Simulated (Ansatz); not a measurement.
# PtSe2 monolayer (2H): modes against uniaxial strain along a, the zigzag direction, with the width clamped

Wanted: the shifts of the zone-centre modes of PtSe2 monolayer (2H) with strain.

Method: DFT PBE, scalar-relativistic, plane waves, PAW; PAW set soft_1, in Ansatz 0.2.0.

## Step 1: The structure

The cell holds 3 atoms: 1 Pt and 2 Se. Cell: a = 3.650 Å, b = 3.650 Å, c = 30.460 Å, α = 90.0°, β = 90.0°, γ = 120.0°. Vacuum lies along c. The height across the vacuum is the one that the program set for its solve, not the one typed.

## Step 2: A rough relaxation first

The start is far from rest, so a relaxation with loose tolerances brings it close first. The program lengthens the typed cell of 20.0 Å along the normal to 30.5 Å, as its cut-off of the electrostatics needs, and moves no atom.

The input, input.yaml:

```yaml
crystal:
  lattice:
    - [3.65, 0.0, 0.0]
    - [-1.825, 3.16099, 0.0]
    - [0.0, 0.0, 20.0]
  atoms:
    - { symbol: Pt, position: [0.333333, 0.666667, 0.5] }
    - { symbol: Se, position: [0.666667, 0.333333, 0.58325] }
    - { symbol: Se, position: [0.666667, 0.333333, 0.41675] }
  periodic: [true, true, false]
kpoints:
  mp_grid: { grid: [6, 6, 1] }
hamiltonian:
  xc: pbe
  pseudopotentials: { kind: paw, azcp: { folder: soft_1 } }
scf:
  occupations: { method: gaussian, width: 0.1 }
output:
  forces: true
  stress: true
  eigenvalues: true
relax:
  adjacent_minimum: "off"
  f_tol: 0.05
  max_steps: 80
  cell: { stress_2d_tol: 0.02 }
```

Started as:

```
$ ansatz run input.yaml --threads 4 --pin off --max-ram 16384MiB --backend cpu --events-out ev --progress --plain --runs-dir out
```

Numbers of over 12 decimals in the logs are rounded to 6 here.

Log:

```text
[...]
F+E_penalty+E_count = -23462.71870971 eV   max|allowed force component| = 2.686e-4 eV/Å   (the final SCF, on the basis selected at the relaxed cell)
  cell:  # Å, volume = 346.4721 Å³
    - [3.624131, 0, 0.0]
    - [-1.812065, 3.138589, 0.0]
    - [0.0, 0.0, 30.46]
  atoms:
    - { symbol: Pt, position: [0.333333, 0.666667, 0.328299] }
    - { symbol: Se, position: [0.666667, 0.333333, 0.377010] }
    - { symbol: Se, position: [0.666667, 0.333333, 0.279589] }
[key lines of the parts left out:]
SCF converged after 8 iterations
Free energy (F): -23462.718710 eV
Fermi energy:    -4.832478 eV
P = ½ c Tr σ = -0.0064 N/m
```

Elapsed: 11 s, on 4 threads of Arm Neoverse V1, shared host; peak memory 0.65 GiB.

The steps of the relaxation:

```csv
step,energy less that of the first step (eV),largest force component (eV/Å),volume (Å³)
1,0.0000,1.6435,351.44
2,-0.3507,0.1576,346.17
3,-0.3528,0.0415,346.73
4,-0.3530,0.0004,346.47
5*,-0.3527,0.0003,346.47
```

Relaxation steps marked * repeat the geometry before them on a plane-wave basis chosen anew for their cell, so energy and pressure can jump there.

The run keeps the 12 symmetry operations that it works with, so distortions that break them were not tested.

```csv
cell as run,before,after,change
a (Å),3.650,3.624,-0.7 %
b (Å),3.650,3.624,-0.7 %
```

The atoms that moved most (Å, along periodic axes as changes of fractional coordinates times the final cell, across vacuum about the mean position):

```csv
atom,dx,dy,dz,length
Se3,0.000,0.000,0.181,0.181
Se2,0.000,0.000,-0.181,0.181
```

The relaxed structure:

```
Pt Se
1.0
     3.62413    0.00000    0.00000
    -1.81207    3.13859    0.00000
     0.00000    0.00000   30.46000
Pt Se
1 2
Cartesian
  0.0000 2.0924 10.0000
  1.8121 1.0462 11.4837
  1.8121 1.0462 8.5163
```

Numbers from this step:

```yaml
gap_on_the_k_mesh: 0 eV
area_per_atom: 3.792 Å²
```

The relaxation ends with a largest force component of 2.7e-4 eV/Å.

## Step 3: Relaxation

The cell and atoms are relaxed, since residual forces and stress would shift the frequencies.

The input, input.yaml:

```yaml
crystal:
  lattice:
    - [3.6241308874, 0.0, 0.0]
    - [-1.8120654437, 3.1385894152, 0.0]
    - [0.0, 0.0, 30.46]
  atoms:
    - { symbol: Pt, position: [0.3333333333, 0.6666666667, 0.3282994091] }
    - { symbol: Se, position: [0.6666666667, 0.3333333333, 0.3770101079] }
    - { symbol: Se, position: [0.6666666667, 0.3333333333, 0.2795887102] }
  periodic: [true, true, false]
kpoints:
  mp_grid: { grid: [15, 15, 1] }
hamiltonian:
  xc: pbe
  pseudopotentials: { kind: paw, azcp: { folder: soft_1 } }
scf:
  occupations: { method: gaussian, width: 0.1 }
output:
  forces: true
  stress: true
  eigenvalues: true
  write_density: true
  write_potential: true
  elf: true
  volumetric_format: npy
relax:
  adjacent_minimum: "off"
  f_tol: 0.005
  max_steps: 80
  cell: { stress_2d_tol: 0.02 }
```

Log:

```text
[...]
Crystal: 3 atoms, lattice volume = 346.472 Å³
Basis set: ecut = 420 eV, 6653 PW (Γ), exchange–correlation on 50×50×432 points (8 copies of the dense FFT grid, shifted against one another)
Bands: 30, of which v1, the nominal top of the filled ones, is band 25 counted from 1 (24 counted from 0)
Symmetry: 12 space group operations
[...]
k-points: 27 of 225 (time reversal used)
[...]
SCF iter   1: F=—  HF=-23463.264824 eV  |F-HF|=—  |Δ(HF+E_count)|=         —  Δρ=2.86e-2  dr2=3.11e0  ethr=3.10e-3  ⟨swp⟩=12.7  Hψ=4733  notcnv=0
[...]
SCF iter   9: F=-23462.712386 eV  HF=-23462.712386 eV  |F-HF|=4.92e-9  |Δ(HF+E_count)|=   6.45e-8  Δρ=4.48e-7  dr2=1.79e-9  ethr=3.39e-11  ⟨swp⟩=11.2  Hψ=5956  notcnv=0
SCF 1 converged in 9 iterations: F = -23462.712386 eV  dr2 = 1.79e-9
[...]
relax step   1: F+E_penalty+E_count = -23462.71238618 eV  Δ(F+E_penalty+E_count) = +0.000e0 eV  max|allowed force component| = 2.546e-2 eV/Å  Δτ_max = 0.0000 Å  P = +0.045 N/m  Ω = 346.472 Å³  fix = [c, alpha, beta]  reactions: c +0.000 N/m  (9 SCF iters, dr2 threshold 1.00e-7 eV, accepted)
Crystal: 3 atoms, lattice volume = 347.285 Å³
Basis set: ecut = 420 eV, 6689 PW (Γ), exchange–correlation on 50×50×432 points (8 copies of the dense FFT grid, shifted against one another)
[...]
SCF iter   5: F=-23462.712541 eV  HF=-23462.712541 eV  |F-HF|=4.63e-8  |Δ(HF+E_count)|=   1.88e-7  Δρ=1.31e-6  dr2=1.19e-8  ethr=8.10e-11  ⟨swp⟩=16.1  Hψ=8327  notcnv=0
SCF 2 converged in 5 iterations: F = -23462.712541 eV  dr2 = 1.19e-8
relax step   2: F+E_penalty+E_count = -23462.71254108 eV  Δ(F+E_penalty+E_count) = -1.549e-4 eV  max|allowed force component| = 1.476e-2 eV/Å  Δτ_max = 0.0063 Å  P = +0.099 N/m  Ω = 347.285 Å³  energy of the carried Pulay correction = -3.201e-5 eV  fix = [c, alpha, beta]  reactions: c +0.000 N/m  (5 SCF iters, dr2 threshold 4.05e-8 eV, accepted)
Crystal: 3 atoms, lattice volume = 347.703 Å³
Basis set: ecut = 420 eV, 6701 PW (Γ), exchange–correlation on 50×50×432 points (8 copies of the dense FFT grid, shifted against one another)
[...]
SCF iter   5: F=-23462.712575 eV  HF=-23462.712575 eV  |F-HF|=4.46e-9  |Δ(HF+E_count)|=  7.24e-10  Δρ=2.82e-7  dr2=3.54e-10  ethr=2.93e-11  ⟨swp⟩=13.9  Hψ=6552  notcnv=0
SCF 3 converged in 5 iterations: F = -23462.712575 eV  dr2 = 3.54e-10
relax step   3: F+E_penalty+E_count = -23462.71257525 eV  Δ(F+E_penalty+E_count) = -3.418e-5 eV  max|allowed force component| = 4.524e-3 eV/Å  Δτ_max = 0.0003 Å  P = +0.034 N/m  Ω = 347.703 Å³  energy of the carried Pulay correction = -4.843e-5 eV  fix = [c, alpha, beta]  reactions: c +0.000 N/m  (5 SCF iters, dr2 threshold 1.47e-8 eV, accepted)
[...]
relax step   4: F+E_penalty+E_count = -23462.71257260 eV  Δ(F+E_penalty+E_count) = +2.653e-6 eV  max|allowed force component| = 9.271e-6 eV/Å  Δτ_max = 0.0004 Å  P = +0.000 N/m  Ω = 347.956 Å³  energy of the carried Pulay correction = -5.837e-5 eV  fix = [c, alpha, beta]  reactions: c +0.000 N/m  (5 SCF iters, dr2 threshold 1.75e-9 eV, accepted)
[...]
SCF iter   7: F=-23462.712632 eV  HF=-23462.712632 eV  |F-HF|=2.33e-10  |Δ(HF+E_count)|=   3.05e-9  Δρ=9.75e-9  dr2=5.13e-13  ethr=1.00e-12  ⟨swp⟩=7.7  Hψ=4144  notcnv=0
SCF 5 converged in 7 iterations: F = -23462.712632 eV  dr2 = 5.13e-13
relax step   5: F+E_penalty+E_count = -23462.71263245 eV  Δ(F+E_penalty+E_count) = -5.985e-5 eV  max|allowed force component| = 5.287e-5 eV/Å  Δτ_max = 0.0000 Å  P = -0.000 N/m  Ω = 347.956 Å³  fix = [c, alpha, beta]  reactions: c -0.000 N/m  stress off target by 7.97e-5 N/m on what of the cell is left free  SCF on the basis re-selected at this cell (its energy is not comparable with the rows above)  (7 SCF iters)
basis re-selected at this cell: Δ(F+E_penalty+E_count) = -5.985e-5 eV, ΔP = -0.000 N/m vs the last step (what re-selecting the basis moved, of the pressure what is left beyond the Pulay correction that the steps carried, after the strain that the cell walked since its last selection, with what the two solves' SCF thresholds leave and, on support functions, any second-order correction that the steps lacked; it is no m [...]
SCF converged after 7 iterations
Free energy (F): -23462.712632 eV
[...]
Internal energy: -23462.702856 eV  (E = F + TS)
E sigma→0 (E₀):  -23462.707744 eV
Entropy (-TS):   -0.009776 eV (-3.259 meV/atom)
Fermi energy:    -4.721260 eV
[...]
--- Forces (eV/Å), atoms counted from 1 ---
  atom   1  Pt     0.00000000     0.00000000     0.00000000
  atom   2  Se     0.00000000    -0.00000000    -0.00005287
  atom   3  Se    -0.00000000    -0.00000000     0.00005287
  max |Σ_I F_I| component: 2.54e-16 eV/Å
--- 2D stress c σ (N/m, compression-positive) ---
       -0.000080      -0.000000      -0.000000
       -0.000000      -0.000080       0.000000
       -0.000000       0.000000      -0.000000
  P = ½ c Tr σ = -0.0001 N/m
--- Band table (eV; the first three rows and the last of 27) ---
  k-point 0: bands = [... 21 lower, -7.2518, -6.2509, -4.1522, -4.1522, -3.9301, -3.9301, -2.0926, -0.4110, ... 1 higher]
  k-point 1: bands = [... 21 lower, -7.3019, -6.1915, -4.3466, -4.1804, -4.1090, -4.0325, -1.7850 (-1.7850°), -0.3317, ... 1 higher]
  k-point 2: bands = [... 21 lower, -7.4525, -6.0884, -4.7340, -4.6554, -4.3109, -3.9931, -1.1756 (-1.1756°), -0.1194, ... 1 higher]
  k-point 26: bands = [... 21 lower, -8.2008, -7.8400, -7.6581, -5.4858, -4.2724, -3.5733, -0.2934, 0.2608, ... 1 higher]
  ° read free of the cell's end (the report's vacuum.weakly_bound_levels)
--- Relaxed structure (4 steps of the walk, 4 accepted, 1 SCFs on fresh bases) ---
[...]
cell:  # Å, volume = 347.9561 Å³
    - [3.631884, 0, 0]
    - [-1.815942, 3.145304, 0]
    - [0, 0, 30.46]
  atoms:
    - { symbol: Pt, position: [0.333333, 0.666667, 0.328299] }
    - { symbol: Se, position: [0.666667, 0.333333, 0.376782] }
    - { symbol: Se, position: [0.666667, 0.333333, 0.279817] }
```

Elapsed: 45 s, on 4 threads; peak memory 0.77 GiB; 2.9 min of CPU time.

Step by step:

```csv
step,energy less that of the first step (eV),largest force component (eV/Å),volume (Å³)
1,0.0000,0.0255,346.47
2,-0.0002,0.0148,347.28
3,-0.0002,0.0045,347.70
4,-0.0002,0.0000,347.96
5*,-0.0002,0.0001,347.96
```

Relaxation steps marked * repeat the geometry before them on a plane-wave basis chosen anew for their cell, so energy and pressure can jump there.

The run keeps the 12 symmetry operations that it works with, so distortions that break them were not tested.

```csv
cell as run,before,after,change
a (Å),3.624,3.632,+0.2 %
b (Å),3.624,3.632,+0.2 %
```

Final coordinates:

```xyz
3
Lattice="3.6319 0.0000 0.0000 -1.8159 3.1453 0.0000 0.0000 0.0000 30.4600" Properties=species:S:1:pos:R:3
Pt    0.0000    2.0969   10.0000
Se    1.8159    1.0484   11.4768
Se    1.8159    1.0484    8.5232
```

This step gave:

| Quantity | Value |
| --- | --- |
| area per atom | 3.808 Å² |

Valence density in the ac plane at fractional y = 0.333, with atoms of Se within 0.2 Å of it. It is the smooth field of the valence electrons, not physical close to the nuclei.

Values in e/Å³, 24 rows by 14 columns, each cell a mean:
```
 0  0  0  0  0  0  0  0  0  0  0  0  0  0
 0  0  0  0  0  0  0  0  0  0  0  0  0  0
 0  0  0  0  0  0  0  0  0  0  0  0  0  0
 0  0  0  0  0  0  0  0  0  0  0  0  0  0
 0  0  0  0  0  0  0  0  0  0  0  0  0  0
 0  0  0  0  0  0  0  0  0  0  0  0  0  0
 0  0  0  0  0  0  0  0  0  0  0  0  0  0
 0  0  0  0  0  0  0  0  0  0  0  0  0  0
 0  0  0  0  0  0  0  0  0  0  0  0  0  0
 0  0  0  0  0  0  0  0  0  0  0  0  0  0
 0  0  0  0  0  0  0  0  0  0  0  0  0  0
 0  0  0  0  0  0  0  0  0  0  0  0  0  0
 0  0  0  0  0  0  0  0  0  0  0  0  0  0
 0  0  0  0  0  0  0  0  0  0  0  0  0  0
 0  0  0  0  0  0  1  2  8 17 12  3  1  0
 0  0  0  0  0  0  0  1  3  6  4  1  1  0
 0  0  0  0  0  0  0  1  2  3  3  1  0  0
 0  0  0  0  0  0  1  2  9 20 14  3  1  0
 0  0  0  0  0  0  0  0  0  0  0  0  0  0
 0  0  0  0  0  0  0  0  0  0  0  0  0  0
 0  0  0  0  0  0  0  0  0  0  0  0  0  0
 0  0  0  0  0  0  0  0  0  0  0  0  0  0
 0  0  0  0  0  0  0  0  0  0  0  0  0  0
 0  0  0  0  0  0  0  0  0  0  0  0  0  0
```
Columns run along a (3.6 Å), rows up along c (30.5 Å). Atoms in or near the plane, at fractional coordinates: Se at (0.67, 0.38), Se at (0.67, 0.28).

Electrostatic potential energy in the ac plane at fractional y = 0.333, with atoms of Se within 0.2 Å of it. With pseudopotentials it is smooth inside the atoms' cores, unlike the true potential.

Values in eV, 24 rows by 14 columns, each cell a mean:
```
  0   0   0   0   0   0   0   0   0   0   0   0   0   0
  0   0   0   0   0   0   0   0   0   0   0   0   0   0
  0   0   0   0   0   0   0   0   0   0   0   0   0   0
  0   0   0   0   0   0   0   0   0   0   0   0   0   0
  0   0   0   0   0   0   0   0   0   0   0   0   0   0
  0   0   0   0   0   0   0   0   0   0   0   0   0   0
  0   0   0   0   0   0   0   0   0   0   0   0   0   0
  0   0   0   0   0   0   0   0   0   0   0   0   0   0
  0   0   0   0   0   0   0   0   0   0   0   0   0   0
  0   0   0   0   0   0   0   0   0   0   0   0   0   0
  0   0   0   0   0   0   0   0   0   0   0   0   0   0
  0   0   0   0   0   0   0   0   0   0   0   0   0   0
  0   0   0   0   0   0   0   0   0   0   0   0   0   0
  0   0   0   0   0  -1  -1  -1  -1  -2  -2  -1  -1  -1
 -4  -2  -1  -2  -3  -7 -13 -15 -11  -9  -9 -14 -15  -9
 -6  -6  -7  -7  -6  -7 -11 -13 -12 -11 -12 -13 -12  -8
 -6  -7  -8  -8  -7  -7  -9 -12 -12 -11 -12 -12 -10  -7
 -4  -2  -2  -2  -3  -7 -15 -17 -10  -8  -9 -15 -16 -10
 -1   0   0   0   0  -1  -1  -2  -2  -2  -2  -2  -1  -1
  0   0   0   0   0   0   0   0   0   0   0   0   0   0
  0   0   0   0   0   0   0   0   0   0   0   0   0   0
  0   0   0   0   0   0   0   0   0   0   0   0   0   0
  0   0   0   0   0   0   0   0   0   0   0   0   0   0
  0   0   0   0   0   0   0   0   0   0   0   0   0   0
```
Columns run along a (3.6 Å; values clipped at the 3rd and 97th percentile), rows up along c (30.5 Å). Atoms in or near the plane, at fractional coordinates: Se at (0.67, 0.38), Se at (0.67, 0.28).

ELF in the ac plane at fractional y = 0.333, with atoms of Se within 0.2 Å of it. It is the smooth field of the valence electrons, not physical close to the nuclei.

Ten even steps from '0' (0.00) to '9' (0.78), each cell a mean:
```
00000000000000
00000000000000
00000000000000
00000000000000
00000000000000
00000000000000
00000000000000
00000000000000
00000000000000
00000000000000
00000000000000
00000000000000
00000000000000
10001256777653
62114899877999
43334566655666
43334566555665
62124899766899
20001357888764
00000000000000
00000000000000
00000000000000
00000000000000
00000000000000
```
Columns run along a (3.6 Å), rows up along c (30.5 Å). Atoms in or near the plane, at fractional coordinates: Se at (0.67, 0.38), Se at (0.67, 0.28).

[end of part 1 of 3]

[Logs are printed without paths, hosts, clocks, repeated set-up lines and the standing remarks that a program may print on its own settings, such as how far it seeks lower states.]

[Hosts, paths, dates, database ids (printed as entryN), source tags and the programs' standing remarks are cut or masked in the printed files.]
